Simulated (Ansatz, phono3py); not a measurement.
# Scattering channels in NaCl (Fm-3m), one at a time

Wanted: the sensitivity of κ of NaCl to the choices of the transport step.

Experimental results on record:
- thermal conductivity 7.1 W/m/K near room temperature (given in “Combining the AFLOW GIBBS and Elastic Libraries to efficiently and robustly screen thermo-mechanical properties of solids”, 2017, arXiv:1611.05714)
- thermal conductivity 7.1 W/m/K near room temperature (given in “Predicting the lattice thermal conductivity of solids by solving the Boltzmann transport equation: AFLOW - AAPL an automated, accurate and efficient framework”, 2017, arXiv:1611.05481)

Main program and level: phono3py 4.10.0; DFT PBEsol, scalar-relativistic, plane waves, PAW; phono3py on Ansatz's force constants.

The database entry behind the starting cell differs from later determinations by our own check (an axis about 0.4 % short against later determinations), so it need not match the best structure at ambient conditions.

## 1. The starting structure

It takes space group Fm-3m (No. 225, cubic). Conventional cell: a = 5.602 Å, b = 5.602 Å, c = 5.602 Å, α = 90.00°, β = 90.00°, γ = 90.00°. Na has 6 Cl at 2.80 Å nearest. Nearest to Cl lie 6 Na at 2.80 Å. Farther neighbours and most contacts between anions are not listed.

As a file:

```cif
data_structure
_symmetry_space_group_name_H-M 'P 1'
_symmetry_Int_Tables_number 1
_cell_length_a 3.9611
_cell_length_b 3.9611
_cell_length_c 3.9611
_cell_angle_alpha 60.000
_cell_angle_beta 60.000
_cell_angle_gamma 60.000
_cell_volume 43.95
loop_
_atom_site_label
_atom_site_type_symbol
_atom_site_fract_x
_atom_site_fract_y
_atom_site_fract_z
_atom_site_occupancy
Na1 Na 0.00000 0.00000 0.00000 1
Cl2 Cl 0.50000 0.50000 0.50000 1
```

## 2. Relaxation-time solution

The base run: each mode relaxes on its own with natural isotopes, and rates are split into normal and umklapp parts.

File phono3py.yaml:

```yaml
phono3py:
  version: "4.10.0"
  frequency_unit_conversion_factor: 15.633302
  symmetry_tolerance: 1.00000e-05

physical_unit:
  atomic_mass: "AMU"
  length: "angstrom"

space_group:
  type: "Fm-3m"
  number: 225
  Hall_symbol: "-F 4 2 3"

primitive_matrix:
- [  1.000000000000000,  0.000000000000000,  0.000000000000000 ]
- [  0.000000000000000,  1.000000000000000,  0.000000000000000 ]
- [  0.000000000000000,  0.000000000000000,  1.000000000000000 ]

supercell_matrix:
- [   3,   0,   0 ]
- [   0,   3,   0 ]
- [   0,   0,   3 ]

# [primitive_cell block left out]
unit_cell:
  lattice:
  - [     0.000000000000000,     2.800952438200000,     2.800952438200000 ] # a
  - [     2.800952438200000,     0.000000000000000,     2.800952438200000 ] # b
  - [     2.800952438200000,     2.800952438200000,     0.000000000000000 ] # c
  points:
  - symbol: Na # 1
    coordinates: [  0.000000000000000,  0.000000000000000,  0.000000000000000 ]
    mass: 22.989769
    reduced_to: 1
  - symbol: Cl # 2
    coordinates: [  0.500000000000000,  0.500000000000000,  0.500000000000000 ]
    mass: 35.450000
    reduced_to: 2

# [supercell block left out]
phonon_supercell_matrix:
- [   6,   0,   0 ]
- [   0,   6,   0 ]
- [   0,   0,   6 ]

# [phonon_primitive_cell block left out]
# [phonon_supercell block left out]
nac:
  born_effective_charge:
  - # 1 (Na)
    - [  1.091798810999671,  0.000000000000000,  0.000000000000000 ]
    - [  0.000000000000000,  1.091798810999671,  0.000000000000000 ]
    - [  0.000000000000000,  0.000000000000000,  1.091798810999671 ]
  - # 2 (Cl)
    - [ -1.091798810999671,  0.000000000000000,  0.000000000000000 ]
    - [  0.000000000000000, -1.091798810999671,  0.000000000000000 ]
    - [  0.000000000000000,  0.000000000000000, -1.091798810999671 ]
  dielectric_constant:
    - [  2.565012258734271,  0.000000000000000,  0.000000000000000 ]
    - [  0.000000000000000,  2.565012258734271,  0.000000000000000 ]
    - [  0.000000000000000,  0.000000000000000,  2.565012258734271 ]
  unit_conversion_factor: 14.399645
```

On the command line:

```sh
$ phono3py phono3py.yaml --mesh 19 19 19 --br --isotope --nu --ts 100 150 200 300 400 500 600 800
```

The log of the run:

```text
Rust backend (phonors) using rayon (4 threads).
Running in phono3py.load mode.
Spglib version 2.8.0
----------------------------- General settings -----------------------------
Run mode: conductivity-RTA
HDF5 data compression filter: gzip
Crystal structure was read from "phono3py.yaml".
Supercell (dim): [3 3 3]
Phonon supercell (dim-fc2): [6 6 6]
Primitive matrix:
  [1. 0. 0.]
  [0. 1. 0.]
  [0. 0. 1.]
Spacegroup: Fm-3m (225)
Use -v option to watch primitive cell, unit cell, and supercell structures.
NAC parameters were read from "phono3py.yaml".
fc3 was read from "fc3.hdf5".
fc2 was read from "fc2.hdf5".
----------------------------- Force constants ------------------------------
Max drift of fc3: 0.00000000 (xxx) 0.00000000 (xxx) 0.00000000 (xxx)
Max drift of fc2: -0.00000000 (zz) -0.00000000 (zz)
--------------------------- Calculation settings ---------------------------
Non-analytical term correction (NAC): True
NAC unit conversion factor:  14.39964
BZ integration: Tetrahedron-method
Temperature:  100.0  150.0  200.0  300.0  400.0 ... 800.0
Cutoff frequency: 0.01
Mesh sampling: [ 19 19 19 ]
Generating grid system ... [ 19 19 19 ]
fc3-r2q-transformation over three atoms: True
--------------------------- Phonon calculations ----------------------------
Use NAC by Gonze et al. (no real space sum in current implementation)
  PRB 50, 13035(R) (1994), PRB 55, 10355 (1997)
  G-cutoff distance: 1.18, Number of G-points: 307, Lambda: 0.20
Running harmonic phonon calculations...
-------------------- Lattice thermal conductivity (RTA) --------------------
Running heat capacity calculations...
Running velocity calculations...
Running isotope scattering calculations with tetrahedron method...
======================= Grid point 0 (1/220) =======================
q-point: ( 0.00  0.00  0.00)
Boundary mean free path (millimeter): 1000.000
Mass variance parameters: 0.00e+00 5.83e-04
Number of triplets: 220
Frequency     group velocity (x, y, z)     |gv|
   0.000   (   0.000    0.000    0.000)    0.000
   0.000   (   0.000    0.000    0.000)    0.000
   0.000   (   0.000    0.000    0.000)    0.000
   4.988   (   0.000    0.000    0.000)    0.000
   4.988   (   0.000    0.000    0.000)    0.000
   4.988   (   0.000    0.000    0.000)    0.000
======================= Grid point 1 (2/220) =======================
q-point: ( 0.05  0.00  0.00)
Boundary mean free path (millimeter): 1000.000
Mass variance parameters: 0.00e+00 5.83e-04
Number of triplets: 670
Frequency     group velocity (x, y, z)     |gv|
   0.470   ( -16.592   16.592   16.592)   28.738
   0.470   ( -16.592   16.592   16.592)   28.738
   0.709   ( -25.041   25.041   25.041)   43.372
   4.975   (   0.903   -0.903   -0.903)    1.564
   4.975   (   0.903   -0.903   -0.903)    1.564
   7.626   (   1.180   -1.180   -1.180)    2.044
[217 grid points left out]
======================= Grid point 1647 (220/220) =======================
q-point: (-0.26  0.47  0.21)
Boundary mean free path (millimeter): 1000.000
Mass variance parameters: 0.00e+00 5.83e-04
Number of triplets: 1810
Frequency     group velocity (x, y, z)     |gv|
   3.372   (  -0.474   14.317   -0.000)   14.325
   3.490   (   1.483  -12.997    0.000)   13.082
   4.043   (  -3.407    6.492   -0.000)    7.332
   4.685   (  -0.875   -4.151    0.000)    4.242
   5.383   (   1.290    2.529   -0.000)    2.839
   5.413   (   0.445   -2.772    0.000)    2.808
=================== End of collection of collisions ===================
----------- Thermal conductivity (W/m-k) with tetrahedron method -----------
#  T(K)        xx         yy         zz         yz         xz         xy
  100.0      21.001     21.001     21.001     -0.000      0.000      0.000
  150.0      14.356     14.356     14.356     -0.000      0.000      0.000
  200.0      10.958     10.958     10.958     -0.000      0.000      0.000
  300.0       7.455      7.455      7.455     -0.000      0.000      0.000
  400.0       5.654      5.654      5.654     -0.000      0.000      0.000
  500.0       4.554      4.554      4.554     -0.000      0.000      0.000
  600.0       3.813      3.813      3.813     -0.000      0.000      0.000
  800.0       2.878      2.878      2.878     -0.000      0.000      0.000

Thermal conductivity related properties were written into
"kappa-m191919.hdf5".
Summary of calculation was written in "phono3py.yaml".
```

Run time: 48 s. Hardware: 4 threads of Arm Neoverse V1, shared host; peak memory 0.25 GiB; 2.9 min of CPU time.

This step gave:

```
κ at 300 K                                       : 7.455 W/m/K
κ xx, yy, zz at 300 K                            : 7.455, 7.455, 7.455 W/m/K
normal share of three-phonon scattering at 300 K : 0.667
```

W/m/K. Kappa, by row:

```
T (K)     xx     yy     zz  yz  xz  xy
  100     21     21     21   0   0   0
  150  14.36  14.36  14.36   0   0   0
  200  10.96  10.96  10.96   0   0   0
  300  7.455  7.455  7.455   0   0   0
  400  5.654  5.654  5.654   0   0   0
  500  4.554  4.554  4.554   0   0   0
  600  3.813  3.813  3.813   0   0   0
  800  2.878  2.878  2.878   0   0   0
```

The lattice thermal conductivity, xx by temperature:

```
temperature (K)  lattice thermal conductivity, xx (W/m/K)
            100                                        21
            150                                      14.4
            200                                      11.0
            300                                      7.46
            400                                      5.65
            500                                      4.55
            600                                      3.81
            800                                      2.88
```

Table of mean scattering rate at 300 K by frequency:

```
frequency (THz)  normal (1/ps)  umklapp (1/ps)
           0.16              -               -
           0.48         0.0417         0.00266
           0.80          0.126          0.0198
           1.11          0.146          0.0282
           1.43          0.183          0.0453
           1.75          0.236          0.0745
           2.07          0.233          0.0784
           2.39          0.179          0.0874
           2.70           0.15           0.107
           3.02          0.132           0.119
           3.34          0.146           0.116
           3.66          0.129          0.0783
           3.98            0.2          0.0793
           4.29          0.232          0.0781
           4.61          0.282          0.0656
           4.93          0.307          0.0555
           5.25          0.252            0.14
           5.57          0.299           0.262
           5.88          0.606           0.477
           6.20           0.84           0.546
           6.52           1.18           0.576
           6.84           1.75           0.587
           7.16           2.72           0.665
           7.47           5.44           0.676
```

The base value at 300 K is 7.46 W/(m K).

The lattice thermal conductivity, xx is 7.46 W/m/K at 300 K, going as T^-1.0 above 200 K.

## 3. Two programs, one set of constants

This step: DFT PBEsol, scalar-relativistic, plane waves, PAW (Ansatz 0.2.0).

Ansatz's figure includes its coherence part. Comparison, by row:

```
T (K)  Ansatz RTA (W/m/K)  phono3py RTA (W/m/K)  difference (%)
  100               21.07                    21           -0.33
  150               14.44                 14.36           -0.55
  200               11.06                 10.96            -0.9
  300               7.572                 7.455           -1.55
  400               5.787                 5.654            -2.3
  500               4.703                 4.554           -3.17
  600               3.974                 3.813           -4.05
  800                3.06                 2.878           -5.95
```

## 4. Without isotopes, third order supercell 3×3×3, supercell 6×6×6

Leaving out the isotope term shows how much the natural mass disorder scatters.

This step: DFT PBEsol, scalar-relativistic, plane waves, PAW; phono3py on Ansatz's force constants (phono3py 4.10.0).

phono3py.yaml is that of step 2.

On the command line:

```sh
$ phono3py phono3py.yaml --mesh 19 19 19 --br --ts 100 150 200 300 400 500 600 800
```

The log of the run:

```text
[banner, memory and clock lines left out]
Rust backend (phonors) using rayon (4 threads).
Running in phono3py.load mode.
Spglib version 2.8.0
----------------------------- General settings -----------------------------
Run mode: conductivity-RTA
HDF5 data compression filter: gzip
Crystal structure was read from "phono3py.yaml".
Supercell (dim): [3 3 3]
Phonon supercell (dim-fc2): [6 6 6]
Primitive matrix:
  [1. 0. 0.]
  [0. 1. 0.]
  [0. 0. 1.]
Spacegroup: Fm-3m (225)
Use -v option to watch primitive cell, unit cell, and supercell structures.
NAC parameters were read from "phono3py.yaml".
fc3 was read from "fc3.hdf5".
fc2 was read from "fc2.hdf5".
----------------------------- Force constants ------------------------------
Max drift of fc3: 0.00000000 (xxx) 0.00000000 (xxx) 0.00000000 (xxx)
Max drift of fc2: -0.00000000 (zz) -0.00000000 (zz)
--------------------------- Calculation settings ---------------------------
Non-analytical term correction (NAC): True
NAC unit conversion factor:  14.39964
BZ integration: Tetrahedron-method
Temperature:  100.0  150.0  200.0  300.0  400.0 ... 800.0
Cutoff frequency: 0.01
Mesh sampling: [ 19 19 19 ]
Generating grid system ... [ 19 19 19 ]
fc3-r2q-transformation over three atoms: True
--------------------------- Phonon calculations ----------------------------
  PRB 50, 13035(R) (1994), PRB 55, 10355 (1997)
  G-cutoff distance: 1.18, Number of G-points: 307, Lambda: 0.20
Running harmonic phonon calculations...
-------------------- Lattice thermal conductivity (RTA) --------------------
Running heat capacity calculations...
Running velocity calculations...
======================= Grid point 0 (1/220) =======================
q-point: ( 0.00  0.00  0.00)
Boundary mean free path (millimeter): 1000.000
Number of triplets: 220
Frequency     group velocity (x, y, z)     |gv|
   0.000   (   0.000    0.000    0.000)    0.000
   0.000   (   0.000    0.000    0.000)    0.000
   0.000   (   0.000    0.000    0.000)    0.000
   4.988   (   0.000    0.000    0.000)    0.000
   4.988   (   0.000    0.000    0.000)    0.000
   4.988   (   0.000    0.000    0.000)    0.000
======================= Grid point 1 (2/220) =======================
q-point: ( 0.05  0.00  0.00)
Boundary mean free path (millimeter): 1000.000
Number of triplets: 670
Frequency     group velocity (x, y, z)     |gv|
   0.470   ( -16.592   16.592   16.592)   28.738
   0.470   ( -16.592   16.592   16.592)   28.738
   0.709   ( -25.041   25.041   25.041)   43.372
   4.975   (   0.903   -0.903   -0.903)    1.564
   4.975   (   0.903   -0.903   -0.903)    1.564
   7.626   (   1.180   -1.180   -1.180)    2.044
[217 grid points left out]
======================= Grid point 1647 (220/220) =======================
q-point: (-0.26  0.47  0.21)
Boundary mean free path (millimeter): 1000.000
Number of triplets: 1810
Frequency     group velocity (x, y, z)     |gv|
   3.372   (  -0.474   14.317   -0.000)   14.325
   3.490   (   1.483  -12.997    0.000)   13.082
   4.043   (  -3.407    6.492   -0.000)    7.332
   4.685   (  -0.875   -4.151    0.000)    4.242
   5.383   (   1.290    2.529   -0.000)    2.839
   5.413   (   0.445   -2.772    0.000)    2.808
=================== End of collection of collisions ===================
----------- Thermal conductivity (W/m-k) with tetrahedron method -----------
#  T(K)        xx         yy         zz         yz         xz         xy
  100.0      24.220     24.220     24.220     -0.000      0.000      0.000
  150.0      15.820     15.820     15.820     -0.000      0.000      0.000
  200.0      11.799     11.799     11.799     -0.000      0.000      0.000
  300.0       7.840      7.840      7.840     -0.000      0.000      0.000
  400.0       5.874      5.874      5.874     -0.000      0.000      0.000
  500.0       4.698      4.698      4.698     -0.000      0.000      0.000
  600.0       3.914      3.914      3.914     -0.000      0.000      0.000
  800.0       2.935      2.935      2.935     -0.000      0.000      0.000

Thermal conductivity related properties were written into
"kappa-m191919.hdf5".
Summary of calculation was written in "phono3py.yaml".
```

It took 43 s on 4 threads; peak memory 0.25 GiB; 2.6 min of CPU time.

Numbers from this step:

| Property | Result |
| --- | --- |
| κ at 300 K | 7.84 W/m/K |
| κ xx, yy, zz at 300 K | 7.84, 7.84, 7.84 W/m/K |

W/m/K. Kappa, by row:

```
T (K)     xx     yy     zz  yz  xz  xy
  100  24.22  24.22  24.22   0   0   0
  150  15.82  15.82  15.82   0   0   0
  200   11.8   11.8   11.8   0   0   0
  300   7.84   7.84   7.84   0   0   0
  400  5.874  5.874  5.874   0   0   0
  500  4.698  4.698  4.698   0   0   0
  600  3.914  3.914  3.914   0   0   0
  800  2.935  2.935  2.935   0   0   0
```

κ at 300 K goes from 7.46 in the base run to 7.84 W/(m K).

## 5. Another q-mesh, third order supercell 3×3×3, supercell 6×6×6

The q-mesh of the transport sums changes, with the same scattering terms.

phono3py.yaml is that of step 4.

On the command line:

```sh
$ phono3py phono3py.yaml --mesh 5 5 5 --br --isotope --ts 100 300 600
```

The log of the run:

```text
[banner, memory and clock lines left out]
Rust backend (phonors) using rayon (4 threads).
Running in phono3py.load mode.
Spglib version 2.8.0
----------------------------- General settings -----------------------------
Run mode: conductivity-RTA
HDF5 data compression filter: gzip
Crystal structure was read from "phono3py.yaml".
Supercell (dim): [3 3 3]
Phonon supercell (dim-fc2): [6 6 6]
Primitive matrix:
  [1. 0. 0.]
  [0. 1. 0.]
  [0. 0. 1.]
Spacegroup: Fm-3m (225)
Use -v option to watch primitive cell, unit cell, and supercell structures.
NAC parameters were read from "phono3py.yaml".
fc3 was read from "fc3.hdf5".
fc2 was read from "fc2.hdf5".
----------------------------- Force constants ------------------------------
Max drift of fc3: 0.00000000 (xxx) 0.00000000 (xxx) 0.00000000 (xxx)
Max drift of fc2: -0.00000000 (zz) -0.00000000 (zz)
--------------------------- Calculation settings ---------------------------
Non-analytical term correction (NAC): True
NAC unit conversion factor:  14.39964
BZ integration: Tetrahedron-method
Temperature:  100.0  300.0  600.0
Cutoff frequency: 0.01
Mesh sampling: [ 5 5 5 ]
Generating grid system ... [ 5 5 5 ]
fc3-r2q-transformation over three atoms: True
--------------------------- Phonon calculations ----------------------------
  PRB 50, 13035(R) (1994), PRB 55, 10355 (1997)
  G-cutoff distance: 1.18, Number of G-points: 307, Lambda: 0.20
Running harmonic phonon calculations...
-------------------- Lattice thermal conductivity (RTA) --------------------
Running heat capacity calculations...
Running velocity calculations...
Running isotope scattering calculations with tetrahedron method...
======================= Grid point 0 (1/10) =======================
q-point: ( 0.00  0.00  0.00)
Boundary mean free path (millimeter): 1000.000
Mass variance parameters: 0.00e+00 5.83e-04
Number of triplets: 10
Frequency     group velocity (x, y, z)     |gv|
   0.000   (   0.000    0.000    0.000)    0.000
   0.000   (   0.000    0.000    0.000)    0.000
   0.000   (   0.000    0.000    0.000)    0.000
   4.988   (   0.000    0.000    0.000)    0.000
   4.988   (   0.000    0.000    0.000)    0.000
   4.988   (   0.000    0.000    0.000)    0.000
======================= Grid point 1 (2/10) =======================
q-point: ( 0.20  0.00  0.00)
Boundary mean free path (millimeter): 1000.000
Mass variance parameters: 0.00e+00 5.83e-04
Number of triplets: 19
Frequency     group velocity (x, y, z)     |gv|
   1.727   ( -14.992   14.992   14.992)   25.967
   1.727   ( -14.992   14.992   14.992)   25.967
   2.612   ( -22.794   22.794   22.794)   39.480
   4.824   (   2.974   -2.974   -2.974)    5.151
   4.824   (   2.974   -2.974   -2.974)    5.151
   7.414   (   4.237   -4.237   -4.237)    7.338
[7 grid points left out]
======================= Grid point 40 (10/10) =======================
q-point: ( 0.60  0.40  0.20)
Boundary mean free path (millimeter): 1000.000
Mass variance parameters: 0.00e+00 5.83e-04
Number of triplets: 39
Frequency     group velocity (x, y, z)     |gv|
   3.079   (  -0.000   14.845    5.659)   15.887
   3.687   (  -0.000    7.333    4.470)    8.588
   3.819   (   0.000    0.869   -4.851)    4.928
   5.052   (   0.000  -10.535   -9.043)   13.883
   5.315   (  -0.000    0.051    2.929)    2.929
   5.325   (   0.000    2.647    1.398)    2.994
=================== End of collection of collisions ===================
----------- Thermal conductivity (W/m-k) with tetrahedron method -----------
#  T(K)        xx         yy         zz         yz         xz         xy
  100.0      23.720     23.720     23.720     -0.000     -0.000      0.000
  300.0       9.067      9.067      9.067     -0.000     -0.000      0.000
  600.0       4.721      4.721      4.721     -0.000     -0.000      0.000

Thermal conductivity related properties were written into
"kappa-m555.hdf5".
Summary of calculation was written in "phono3py.yaml".
```

Run time: 3.6 s. Hardware: 4 threads; peak memory 0.25 GiB; 3.7 s of CPU time.

This step gave:

```
κ at 300 K            : 9.067 W/m/K
κ xx, yy, zz at 300 K : 9.067, 9.067, 9.067 W/m/K
```

W/m/K. Kappa, by row:

```
T (K)     xx     yy     zz  yz  xz  xy
  100  23.72  23.72  23.72   0   0   0
  300  9.067  9.067  9.067   0   0   0
  600  4.721  4.721  4.721   0   0   0
```

This mesh is too coarse for the transport sums: κ at 300 K comes out at 9.07 against 7.46 W/(m K) in the base run.

(Part 1 of 5 ends here.)

[Logs are printed without paths, hosts, clocks, repeated set-up lines and the standing remarks that a program may print on its own settings, such as how far it seeks lower states.]

[Hosts, paths, dates, database ids (printed as entryN), source tags and the programs' standing remarks are cut or masked in the printed files.]

[A step with changed settings may run another functional than the one named; its input shows which.]
